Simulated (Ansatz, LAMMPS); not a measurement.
# Charge trapping in amorphous Ga2O3 (95 atoms): runs compared

Aim: add and remove one electron in amorphous Ga2O3 (95 atoms), with atoms held and relaxed, and read trapping energy and localisation.

Computed with Ansatz 0.2.0: Kohn-Sham DFT, PBE, PAW (set soft_2), plane waves.

### 1. The cell as built

The cell holds 95 atoms: 38 Ga and 57 O. Its edges and angles: a = 10.839 Å, b = 10.839 Å, c = 10.839 Å, α = 90.0°, β = 90.0°, γ = 90.0°. 95 atoms (38 Fe, 57 O) placed at random at 3.99 g/cm³, melted at 5000 K for 10 ps at fixed volume with the Morse and Coulomb pair potential with partial charges (Pedone, Malavasi, Menziani, Cormack and Segre, J. Phys. Chem. B 110, 11780 (2006)). Quenched from 5000 K to 300 K at 50 K/ps and fixed volume, held 5 ps, then minimised at fixed cell. Then Fe was replaced by Ga and the cell scaled by 1.003 (the potential has no terms for the new elements, so the cell is a start for a DFT relaxation).

What the set-up can't give: The quench rate of 50 K/ps is many orders above laboratory rates, so the cell is likely richer in defects and strain than a real sample. The starting topology of bonds comes from the classical model, and needn't be the one that DFT or experiment would give. Sampling is at Γ alone, for a cell whose shortest periodic width is 11 Å.

### 2. The reference run

The reference is a single point at the end of the relaxation.

The charged cells start from the geometry of this run, on a uniform background, with spin and a narrow Fermi–Dirac smearing.

Its input, with most atom lines left out:

```yaml
crystal:
  lattice:
    - [10.83912, 0.0, 0.0]
    - [0.0, 10.83912, 0.0]
    - [0.0, 0.0, 10.83912]
  atoms:
    - { symbol: Ga, position: [0.99628, 0.94896, 0.65971] }
    - { symbol: Ga, position: [0.64089, 0.24102, 0.39161] }
    - { symbol: Ga, position: [0.14475, 0.15985, 0.20486] }
    - { symbol: Ga, position: [0.59242, 0.71987, 0.59844] }
    - { symbol: Ga, position: [0.17244, 0.92845, 0.41634] }
    - { symbol: Ga, position: [0.78766, 0.18607, 0.86851] }
    - { symbol: Ga, position: [0.38016, 0.00336, 0.64372] }
    [... atom lines 8 to 95 left out ...]
kpoints:
  mp_grid: { grid: [1, 1, 1] }
hamiltonian:
  xc: pbe
scf:
  occupations: { method: fixed }
output:
  forces: true
  stress: true
  populations: intrinsic
  dos:
    method: { smearing: { sigma: 0.08 } }
    de: 0.1
    projected: { site_lists: { Ga: [Ga], O: [O] } }
  eigenvalues: true
  write_density: true
  write_potential: true
  volumetric_format: npy
```

```
free energy per atom   : -1853.8526 eV/atom
r.m.s. force component : 0.0075 eV/Å
pressure               : -1.713 GPa
```

Filled and empty levels are parted by 1.53 eV (at Γ alone); a semilocal functional tends to put such gaps too low. In a disordered cell it changes from sample to sample, and tail or defect levels can set it.

### 3. The runs

Each row is one run, on 4 threads of Intel Xeon Platinum 8488C (Sapphire Rapids), shared host. The free energy is the program's total, comparable only between runs with the same functional, potentials and atoms; between charge states it hangs on the program's zero of potential.

| run | atoms | outcome | ionic steps, all passes | free energy (eV) | time | host memory (GiB) |
| --- | --- | --- | --- | --- | --- | --- |
| Single point at the start | 95 | converged | - | -176107.718 | 12 s | 2.0 |
| Relaxation | 95 | converged | 25 | -176115.996 | 4 min | 2.0 |
| Single point at the relaxed geometry | 95 | converged | - | -176115.996 | 17 s | 2.0 |
| An extra electron, atoms held | 95 | converged | - | -176109.279 | 56 s | 3.4 |
| An extra electron, atoms relaxed | 95 | converged | 3 | -176109.290 | 88 s | 3.3 |
| An extra electron, levels at the relaxed geometry | 95 | converged | - | -176109.290 | 54 s | 3.4 |
| Neutral at the geometry of the electron | 95 | converged | - | -176115.988 | 16 s | 2.0 |
| An extra hole, atoms held | 95 | converged | - | -176120.952 | 72 s | 3.4 |
| An extra hole, atoms relaxed | 95 | converged | 5 | -176121.025 | 2.9 min | 3.3 |
| An extra hole, levels at the relaxed geometry | 95 | converged | - | -176121.025 | 72 s | 3.4 |
| Neutral at the geometry of the hole | 95 | converged | - | -176115.882 | 16 s | 2.0 |

In some runs the program notes that the exchange-correlation potential is rough where the density is thin and starting moments were not kept.

The surroundings of O63, which holds the most spin of the extra hole after relaxation, nearest first, numbered as they follow in the input and with coordinates relative to it.

| atom | x | y | z | distance (Å) | Löwdin charge (e) | moment (μB) |
| --- | --- | --- | --- | --- | --- | --- |
| O63 | 0.00 | 0.00 | 0.00 | 0.00 | -0.58 | 0.23 |
| Ga20 | 1.83 | -0.03 | 0.09 | 1.83 | 1.07 | 0.00 |
| Ga12 | -0.89 | -1.61 | -0.16 | 1.85 | 1.08 | 0.00 |
| O69 | -0.94 | -1.50 | -2.08 | 2.73 | -0.63 | 0.04 |
| O42 | 2.25 | 0.24 | 1.93 | 2.97 | -0.64 | 0.01 |
| O52 | 0.31 | -2.99 | 0.55 | 3.05 | -0.65 | 0.01 |
| O44 | 2.60 | 0.89 | -1.36 | 3.07 | -0.63 | 0.01 |
| O47 | 0.30 | 2.57 | 1.73 | 3.11 | -0.63 | 0.01 |
| O56 | 2.74 | -1.57 | -0.51 | 3.20 | -0.65 | 0.00 |
| O53 | -2.65 | -1.79 | 0.48 | 3.23 | -0.63 | 0.01 |

### 4. Energies and spread of the extra charge

Energies are differences within one cell and functional; the shift is the gain plus the neutral cell's energy at the new geometry, that is how much cheaper the vertical process becomes there. The spread is the participation number of the site moments (1/Σw², over the spin inside atomic spheres), with the atom that holds the largest share and the spin that the spheres hold in all.

| carrier | charged less neutral, atoms held (eV) | gain on relaxing (eV) | neutral cell at that geometry, less the reference (eV) | shift of the vertical energy (eV) | spread, atoms held | spread, relaxed |
| --- | --- | --- | --- | --- | --- | --- |
| electron | 6.717 | 0.011 | 0.008 | 0.019 | - | - |
| hole | -4.956 | 0.073 | 0.114 | 0.187 | 20; O63 16 % of 0.89 μB | 10; O63 25 % of 0.89 μB |

### 5. Outcome

The extra electron gains 0.011 eV as the atoms relax: so small a gain shows no trapping at this level. The cell with the electron keeps a moment of only 0.00 μB where one unpaired electron should give 1 μB: the carrier is shared between both spins, which can hide trapping. The extra hole gains 0.073 eV as the atoms relax, and its spin goes from about 20 to 10 atoms: a partial localisation as the atoms move, with the largest share on O63. The hole is shared among 2 partly filled levels, as near-degenerate levels under the smearing give, and as self-interaction favours. Adding the two vertical energies gives 1.76 eV, against a gap of 1.53 eV in the neutral cell. The zero of the potential cancels in this sum; the excess isn't taken apart here: charging of a small cell, filling of bands on a coarse mesh and the attraction to the background can all enter.

**Limits.** Single energies of charged cells hang on the program's zero of potential. In the spin-polarised runs the search for a state of lower energy was switched off. No distortion was seeded, so a trapped state behind a barrier can't be found. Local and semilocal functionals favour spread-out charges, so trapping can be missed. The stress is far from hydrostatic: its diagonal is 0.1, -1.9, -3.4 GPa, compression counted positive. The pressure of -1.7 GPa means that a free cell would contract at this level. Charged cells carry a uniform background, with no correction for images.

The DFT runs together took 14 min of wall time.

[Logs are printed without paths, hosts, clocks, repeated set-up lines and the standing remarks that a program may print on its own settings, such as how far it seeks lower states.]

[Hosts, paths, dates, database ids (printed as entryN), source tags and the programs' standing remarks are cut or masked in the printed files.]
